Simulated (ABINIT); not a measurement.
# LiHS (Ama2): a self-consistent loop beyond G0W0, cycle by cycle, part 3 of 3

How far does self-consistency move the gap of LiHS (Ama2)?

ABINIT 10.8.3; PBEsol and many-body steps on it, plane waves. Known limits of the many-body steps: not at the basis limit; coarse k mesh.

So far. Step 11 (evGW, cycle 1): Against G0W0 in ABINIT (2×2×2 mesh, 73 bands, screening to 106.1 eV, Godby-Needs plasmon pole), the gap moves by +0.696 eV. Step 14 (evGW, cycle 2): Against the cycle before, the gap moves by +0.038 eV.

## Step 15: Screening, 2×2×2 mesh, 73 bands, screening to 106.1 eV

This step: RPA screening on PBEsol, plane waves, norm-conserving pseudopotentials.

run.abi reads:

```
acell 3*1.0 Angstrom
rprim 
  6.156870000000 0.000000000000 0.000000000000
  0.000000000000 2.809205000000 2.757390000000
  0.000000000000 -2.809205000000 2.757390000000
ntypat 3
znucl 3 1 16
natom 6
typat 1 1 2 2 3 3
xred 
  0.500000000000 0.501660000000 0.501660000000
  0.000000000000 0.501660000000 0.501660000000
  0.250000000000 0.133090000000 0.983490000000
  0.750000000000 0.983490000000 0.133090000000
  0.750000000000 0.998760000000 0.475340000000
  0.250000000000 0.475340000000 0.998760000000
pp_dirpath "pseudos"
pseudos "Li.upf, H.upf, S.upf"
ecut 33
ngkpt 2 2 2
nshiftk 1
shiftk 0 0 0
kptopt 1
chksymbreak 0
istwfk *1
occopt 1
irdwfk 1
optdriver 3
nband 73
ecuteps 3.9
inclvkb 2
awtr 1
symchi 1
gwcalctyp 10
mbpt_sciss 3.056 eV
nqptdm 1
qptdm 
  0 0 0
indata_prefix "in"
outdata_prefix "out"
tmpdata_prefix "tmp"
```

Command:

```sh
$ OMP_NUM_THREADS=1 mpirun -n 8 abinit run.abi > log
```

Numbers of over 12 decimals in the logs are rounded to 6 here.

Output:

```text
.Version 10.8.3 of ABINIT. v10.8.2 released Aug 2026.

 Symmetries : space group Am a 2 (# 40); Bravais oC (1-face-center ortho.)
[... echo of the input left out ...]
== DATASET  1 ==================================================================
-   mpi_nproc: 8, omp_nthreads: 1 (-1 if OMP is not activated)

--- !DatasetInfo
iteration_state: {dtset: 1, }
dimensions: {natom: 6, nkpt: 6, mband: 73, nsppol: 1, nspinor: 1, nspden: 1, mpw: 5848, }
cutoff_energies: {ecut:  33.0, pawecutdg:  -1.0, }
[...]
[... chi0 elements left out ...]
 For q-point:  0.000010 0.000020 0.000030
  dielectric constant =   3.0015
  dielectric constant without local fields =   3.5349

  Average fulfillment of the sum rule on Im[epsilon] for q-point    1 :     71.70  [%]
[... wings left out ...]
== END DATASET(S) ==============================================================
================================================================================

 -outvars: echo values of variables after computation  --------
           etotal      0.0000000000E+00
            nband          73
             nkpt           6
          spgroup          40
 [... the other variables as echoed above ...]

 Calculation completed.
```

It took 4.4 s on 8 MPI ranks of Arm Neoverse V1, shared host; peak memory 1.1 GiB.

This step gave:

- ε∞ with local fields, on this mesh, along the program's q direction: 3.002
- the same without local fields: 3.535
- plasma frequency: 17.00 eV
- plane waves in the screening matrix: 239

This screening uses the functional's bands under a rigid shift, the mean opening of the cycle before.

## Step 16: Screening, 2×2×2 mesh, 73 bands, screening to 106.1 eV

This step: RPA screening on PBEsol from quasiparticle energies, plane waves, norm-conserving pseudopotentials.

Changes to run.abi since step 15:

```diff
@@ -33,7 +33,11 @@
 symchi 1
+irdqps 1
 gwcalctyp 10
-mbpt_sciss 3.056 eV
-nqptdm 1
+nqptdm 5
 qptdm 
-  0 0 0
+  0.5000000000 0.0000000000 0.0000000000
+  0.0000000000 0.5000000000 0.0000000000
+  0.5000000000 0.5000000000 0.0000000000
+  0.0000000000 0.5000000000 0.5000000000
+  0.5000000000 0.5000000000 0.5000000000
 indata_prefix "in"
```

mrgscr.stdin reads:

```
2
merged
q0_SCR
out_SCR
1
```

Command:

```sh
$ OMP_NUM_THREADS=1 mpirun -n 8 abinit run.abi > log; mrgscr < mrgscr.stdin
```

Output:

```text
.Version 10.8.3 of ABINIT. v10.8.2 released Aug 2026.

 Symmetries : space group Am a 2 (# 40); Bravais oC (1-face-center ortho.)
[... echo of the input left out ...]
== DATASET  1 ==================================================================
-   mpi_nproc: 8, omp_nthreads: 1 (-1 if OMP is not activated)

--- !DatasetInfo
iteration_state: {dtset: 1, }
dimensions: {natom: 6, nkpt: 6, mband: 73, nsppol: 1, nspinor: 1, nspden: 1, mpw: 5848, }
cutoff_energies: {ecut:  33.0, pawecutdg:  -1.0, }
[...]
q-point number  1        q = ( 0.500000, 0.000000, 0.000000) [r.l.u.]
--------------------------------------------------------------------------------
[... chi0 elements left out ...]
  Average fulfillment of the sum rule on Im[epsilon] for q-point    2 :     82.64  [%]

--------------------------------------------------------------------------------
  q-point number  2        q = ( 0.000000, 0.500000, 0.000000) [r.l.u.]
--------------------------------------------------------------------------------
[... chi0 elements left out ...]
  Average fulfillment of the sum rule on Im[epsilon] for q-point    3 :     75.43  [%]

 [... 3 further q-points ...]
```

Run time: 4.3 s. Hardware: 8 MPI ranks; peak memory 1.1 GiB; 33 s of CPU time.

Numbers from this step:

```yaml
plasma_frequency: 17.00 eV
plane_waves_in_the_screening_matrix: 239
```

This screening reads the quasiparticle levels of the cycle before.

## Step 17: evGW, cycle 3

This step: evGW on PBEsol, plane waves, norm-conserving pseudopotentials.

Changes to run.abi since step 16:

```diff
@@ -27,12 +27,10 @@
 irdwfk 1
-optdriver 3
+optdriver 4
 nband 73
-ecuteps 3.9
-inclvkb 2
-awtr 1
-symchi 1
-irdqps 1
 gwcalctyp 10
-nqptdm 5
-qptdm 
+ecutsigx 33
+symsigma 1
+nkptgw 6
+kptgw 
+  0.0000000000 0.0000000000 0.0000000000
   0.5000000000 0.0000000000 0.0000000000
@@ -42,2 +40,13 @@
   0.5000000000 0.5000000000 0.5000000000
+bdgw 
+  1 14
+  1 14
+  1 14
+  1 14
+  1 14
+  1 14
+ecuteps 3.9
+irdscr 1
+ppmodel 1
+irdqps 1
 indata_prefix "in"
```

Command:

```sh
$ OMP_NUM_THREADS=1 mpirun -n 8 abinit run.abi > log
```

Output:

```text
.Version 10.8.3 of ABINIT. v10.8.2 released Aug 2026.

 Symmetries : space group Am a 2 (# 40); Bravais oC (1-face-center ortho.)
[... echo of the input left out ...]
== DATASET  1 ==================================================================
-   mpi_nproc: 8, omp_nthreads: 1 (-1 if OMP is not activated)

--- !DatasetInfo
iteration_state: {dtset: 1, }
dimensions: {natom: 6, nkpt: 6, mband: 73, nsppol: 1, nspinor: 1, nspden: 1, mpw: 5848, }
cutoff_energies: {ecut:  33.0, pawecutdg:  -1.0, }
[...]
.  kptgw no:  4; Maximum DeltaE = (  -0.003   0.081) for band index:  4
.  kptgw no:  5; Maximum DeltaE = (  -0.087   0.021) for band index:  4
.  kptgw no:  6; Maximum DeltaE = (  -0.010   0.029) for band index:  3

== END DATASET(S) ==============================================================
================================================================================

 -outvars: echo values of variables after computation  --------
           etotal      0.0000000000E+00
            nband          73
             nkpt           6
          spgroup          40
 [... the other variables as echoed above ...]

 Calculation completed.
```

Wall time 21 s (8 MPI ranks); peak memory 2.1 GiB; 2.8 min of CPU time.

Numbers from this step:

| Item | Value |
| --- | --- |
| quasiparticle gap on the mesh | 6.21 eV |
| gap of the density functional on the mesh | 3.330 eV |
| k of the valence top | 0, 0, 0 |
| k of the conduction bottom | 0, 0, 0 |
| least direct quasiparticle gap on the computed points | 6.21 eV |

Against the cycle before, the gap moves by +0.003 eV.

## Step 18: Side by side

Times are wall times on 8 MPI ranks of Arm Neoverse V1, shared host, good to a factor of about two. A run's time includes the screening step that it read.

```csv
run,mesh,bands,screening cutoff (eV),DFT gap (eV),gap on the mesh (eV),direct (eV),ε∞ used,time
G0W0,2×2×2,73,106.1,3.330,5.473,5.473,3.73,9.2 s
"evGW0, cycle 1",2×2×2,73,106.1,3.330,5.962,5.962,3.73,27 s
"evGW0, cycle 2",2×2×2,73,106.1,3.330,5.762,5.762,3.73,27 s
"evGW0, cycle 3",2×2×2,73,106.1,3.330,5.777,5.777,3.73,27 s
"evGW0, cycle 4",2×2×2,73,106.1,3.330,5.776,5.776,3.73,27 s
"evGW, cycle 1",2×2×2,73,106.1,3.330,6.169,6.169,3.08,30 s
"evGW, cycle 2",2×2×2,73,106.1,3.330,6.207,6.207,3.01,30 s
"evGW, cycle 3",2×2×2,73,106.1,3.330,6.210,6.210,3.00,30 s
```

## Step 19: Outcome

| Quantity | Value |
| --- | --- |
| G0W0 | 5.473 eV |
| evGW0, cycle 1 | 5.962 eV |
| evGW0, cycle 2 | 5.762 eV |
| evGW0, cycle 3 | 5.777 eV |
| evGW0, cycle 4 | 5.776 eV |
| evGW, cycle 1 | 6.169 eV |
| evGW, cycle 2 | 6.207 eV |
| evGW, cycle 3 | 6.210 eV |
| known limits | not at the basis limit; coarse k mesh |

In words: Only the bands that the input lists are updated; the others, empty or deep, keep the functional's energies or take a rigid shift. The evGW loop starts from the last levels of evGW0, so its cycles and time come on top of those. evGW0 ends at 5.78 eV, +0.30 eV from G0W0, after 4 cycles that took 84 s beside the first screening; the last moved the gap by 0.001 eV. evGW ends at 6.21 eV, +0.74 eV from G0W0, after 3 cycles that took 90 s beside the first screening; the last moved the gap by 0.003 eV. The first cycle of evGW0 takes the full correction, without the factor Z, so it overshoots the one-shot value. Bands and cutoff are finite, so the gap is not at the basis limit. The miss can reach some tenths of an eV and take either sign; the mesh is an error of its own. The 2×2×2 mesh is coarse for this cell, which bears on the long-range parts of exchange and screening. In the updated screening the q = 0 part is built from Kohn-Sham bands under a rigid shift, the other q from the quasiparticle levels.

[Paths, hosts, dates, memory and timing lines, banners, echoed tables and standing remarks are left out of the program output.]

[Logs are printed without paths, hosts, clocks, repeated set-up lines and the standing remarks that a program may print on its own settings, such as how far it seeks lower states.]

[Runs of the session that timed out or met a known fault of the program may be left out.]

[Hosts, paths, dates, database ids (printed as entryN), source tags and the programs' standing remarks are cut or masked in the printed files.]

[G0W0 gaps are taken among the corrected bands and points alone; a level outside them can change the order at an edge.]

[Where Ansatz stands beside ABINIT at settings called matched, ABINIT's density can come from a denser mesh and the files from another edition; pairs whose starting gaps differed by over 0.03 eV were left out, so agreement reads better than it is.]
